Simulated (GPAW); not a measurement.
# Screening of a field by TiSi2P4 monolayer, part 2 of 2

How does TiSi2P4 monolayer screen a perpendicular field?

GPAW 26.7.0; GPAW, PAW setups; layer in a repeated cell with vacuum, relaxation of atoms and in-plane cell (the session's first sound run).

So far. Step 5 (In a field): The dipole is now -0.0685 e Å, against 7.8e-4 in the run without a field.

**7. Field on**

run.py

```python
import json
import numpy as np
from ase import Atoms
from gpaw import GPAW, PW
from gpaw.external import ConstantElectricField

slab = Atoms(
    ['P', 'Si', 'P', 'Ti', 'P', 'Si', 'P'],
    positions=[
        [-0.00000, 0.00000, 7.00000],
        [0.00000, 2.05335, 8.00422],
        [0.00000, 2.05335, 10.26491],
        [0.00000, 0.00000, 11.68577],
        [0.00000, 2.05335, 13.10663],
        [0.00000, 2.05335, 15.36733],
        [0.00000, 0.00000, 16.37154]],
    cell=[[3.5565, -0.0, 0.0], [-1.77825, 3.08002, 0.0], [0.0, 0.0, 23.3715]],
    pbc=[True, True, False])

slab.calc = GPAW(mode=PW(400), xc='PBE', kpts={'size': (9, 9, 1), 'gamma': True},
                 occupations={'name': 'fermi-dirac', 'width': 0.05}, nbands='200%',
                 convergence={'density': 1e-05}, maxiter=200,
                 poissonsolver={'dipolelayer': 'xy'},
                 external=ConstantElectricField(0.05, [0, 0, 1]),
                 symmetry={'tolerance': 1e-3}, txt='slab.txt')
result = {}
energy = slab.get_potential_energy()
fermi = slab.calc.get_fermi_level()
v = slab.calc.get_electrostatic_potential().mean((0, 1)) - fermi
n = slab.calc.get_pseudo_density().mean((0, 1))
L = slab.cell[2, 2]
z = np.arange(len(v)) * L / len(v)
low, high = slab.positions[:, 2].min(), slab.positions[:, 2].max()
below, above = np.interp([low - 4.8, high + 4.8], z, v)
slopes = [np.interp(x, z, np.gradient(v, z)) for x in (low - 4.8, high + 4.8)]
eps = np.array([[slab.calc.get_eigenvalues(k, s) for k in range(len(slab.calc.get_ibz_k_points()))]
                for s in range(slab.calc.get_number_of_spins())]) - fermi
top, bottom = eps[eps < 0].max(), eps[eps > 0].min()
dipole = slab.get_dipole_moment()[2]
print(f'energy {energy:.4f} eV, Fermi level {fermi:.4f} eV, dipole {dipole:.5f} e A')
print(f'potential 4.8 A off the faces, from the Fermi level: lower {below:.4f} eV, upper {above:.4f} eV')
print(f'slope of the potential there: lower {slopes[0]:.5f}, upper {slopes[1]:.5f} eV/A')
print(f'nearest levels on the mesh: {top:.4f} and {bottom:.4f} eV')
print('magnetic moment', round(slab.get_magnetic_moment(), 3))
result.update(energy=energy, fermi=fermi, dipole=dipole, below=below, above=above, slopes=slopes, edges=[top, bottom],
              z=z.tolist(), v=v.tolist(), n=n.tolist(), positions=slab.positions.tolist(),
              forces=slab.get_forces(apply_constraint=False).tolist(), moments=slab.get_magnetic_moments().tolist())
json.dump(result, open('result.json', 'w'))
```

The run is started by

```sh
OMP_NUM_THREADS=1 OPENBLAS_NUM_THREADS=1 python run.py
```

It took 5.2 min on 1 thread of Arm Neoverse V1, shared host; peak memory 0.4 GiB.

The electrostatic potential energy of an electron (without an applied field's), less the Fermi level, planar mean oscillates, so the rows of the table below give means over windows of 1.62 Å about each position, cut where the curve ends. Its maxima inside the range that stand out by 2 % of the span (Å: eV): 7.6: -10.5, 9.2: 2.21, 10.9: -4.69, 12.4: -4.76, 14.2: 1.97, 15.8: -10.9. Its minima: 7.0: -13.7, 7.9: -11.9, 10.3: -11.6, 11.7: -13.1, 13.1: -11.7, 15.5: -12.3, 16.3: -14.2.

The electrostatic potential energy of an electron (without an applied field's), less the Fermi level, planar mean by z; means over each step:

z (Å), electrostatic potential energy of an electron (without an applied field's), less the Fermi level, planar mean (eV) and a bar from the least value:
```
     0.81        5.8 ##############################
     2.43        5.8 ##############################
     4.05        5.8 ##############################
     5.67        3.8 ##########################
     7.29      -10.8 
     8.91       -1.6 #################
    10.53       -7.4 ######
    12.15       -8.8 ####
    13.77       -3.1 ##############
    15.39       -9.2 ###
    17.01       -3.3 ##############
    18.63        5.1 #############################
    20.25        5.3 #############################
    21.87        5.3 #############################
```

**8. In a field**

run.py: that of step 7 with these lines changed.

```diff
@@ -23,3 +23,3 @@
                  poissonsolver={'dipolelayer': 'xy'},
-                 external=ConstantElectricField(0.05, [0, 0, 1]),
+                 external=ConstantElectricField(0.1, [0, 0, 1]),
                  symmetry={'tolerance': 1e-3}, txt='slab.txt')
```

The job ended after 4.8 min (1 thread; peak memory 0.4 GiB).

The dipole is now 0.0685 e Å, against 7.8e-4 in the run without a field.

**9. In a field**

run.py: that of step 8 with these lines changed.

```diff
@@ -23,3 +23,3 @@
                  poissonsolver={'dipolelayer': 'xy'},
-                 external=ConstantElectricField(0.1, [0, 0, 1]),
+                 external=ConstantElectricField(0.2, [0, 0, 1]),
                  symmetry={'tolerance': 1e-3}, txt='slab.txt')
```

It took 4.8 min on 1 thread; peak memory 0.4 GiB.

The dipole is now 0.137 e Å, against 7.8e-4 in the run without a field.

**10. Field on**

run.py: that of step 9 with these lines changed.

```diff
@@ -23,3 +23,3 @@
                  poissonsolver={'dipolelayer': 'xy'},
-                 external=ConstantElectricField(0.2, [0, 0, 1]),
+                 external=ConstantElectricField(0.3, [0, 0, 1]),
                  symmetry={'tolerance': 1e-3}, txt='slab.txt')
```

Elapsed: 3.8 min, on 1 thread; peak memory 0.4 GiB.

The electrostatic potential energy of an electron (without an applied field's), less the Fermi level, planar mean oscillates, so the rows of the table below give means over windows of 1 Å about each position, cut where the curve ends. Its maxima inside the range that stand out by 2 % of the span (Å: eV): 1.5: 7.26, 7.6: -9.55, 9.2: 2.81, 10.9: -4.51, 12.4: -4.94, 14.2: 1.37, 15.8: -11.9. Its minima: 7.0: -12.6, 7.9: -11.0, 10.3: -11.3, 11.7: -13.1, 13.1: -12.1, 15.5: -13.2, 16.3: -15.3.

Electrostatic potential energy of an electron (without an applied field's), less the Fermi level, planar mean against z; means over each step:

```
z (Å)  electrostatic potential energy of an electron (without an applied field's), less the Fermi level, planar mean (eV)
    0                                                                                                                6.62
    1                                                                                                                7.26
    2                                                                                                                7.26
    3                                                                                                                7.26
    4                                                                                                                7.25
    5                                                                                                                7.05
    6                                                                                                                3.92
    7                                                                                                               -9.56
    8                                                                                                               -8.99
    9                                                                                                                1.20
   10                                                                                                               -6.33
   11                                                                                                               -6.88
   12                                                                                                               -9.26
   13                                                                                                               -9.03
   14                                                                                                              -0.388
   15                                                                                                               -7.38
   16                                                                                                               -13.3
   17                                                                                                               -3.80
   18                                                                                                                3.35
   19                                                                                                                3.84
   20                                                                                                                3.86
   21                                                                                                                3.86
   22                                                                                                                3.86
   23                                                                                                                4.08
```

The dipole is now 0.206 e Å, against 7.8e-4 in the run without a field.

**11. The series**

The members are put on one axis.

This step: induced dipole against applied field (GPAW 26.7.0).

Table of dipole along the normal by field:

```
field (V/Å)  dipole along the normal (e·Å)
     -0.200                         -0.137
     -0.100                        -0.0685
     -0.050                        -0.0343
      0.000                         7.8e-4
      0.050                         0.0343
      0.100                         0.0685
      0.200                          0.137
      0.300                          0.206
```

**12. Summary of results**

```json
{
 "work function, upper and lower face": "5.549 and 5.562 eV",
 "dipole along the normal": "7.8e-4 e Å",
 "induced dipole per field": "0.685 e Å per V/Å",
 "out-of-plane polarisability per area, α/(ε0 A)": "11.3 Å"
}
```

In words: The field induces 0.685 e Å per V/Å, a polarisable thickness α/(ε0 A) of 11.3 Å beside 9.37 Å between the outermost nuclei. A perfect conductor would give the distance between its two image planes; a dielectric of thickness t gives t(1 - 1/ε). The induced dipole is linear in the field over this range. The small printed dipole stands for a step of -13 meV from the lower to the upper face, and the probes find -13 meV; values this small are near the numerical noise of both. The runs had no spin polarisation, so a magnetic state, which thin layers of d-metal atoms can have, wasn't tested. The layer's cell and atoms come from the relaxation; spin-orbit coupling and temperature are left out.

[Logs are printed without paths, hosts, clocks, repeated set-up lines and the standing remarks that a program may print on its own settings, such as how far it seeks lower states.]

[Hosts, paths, dates, database ids (printed as entryN), source tags and the programs' standing remarks are cut or masked in the printed files.]
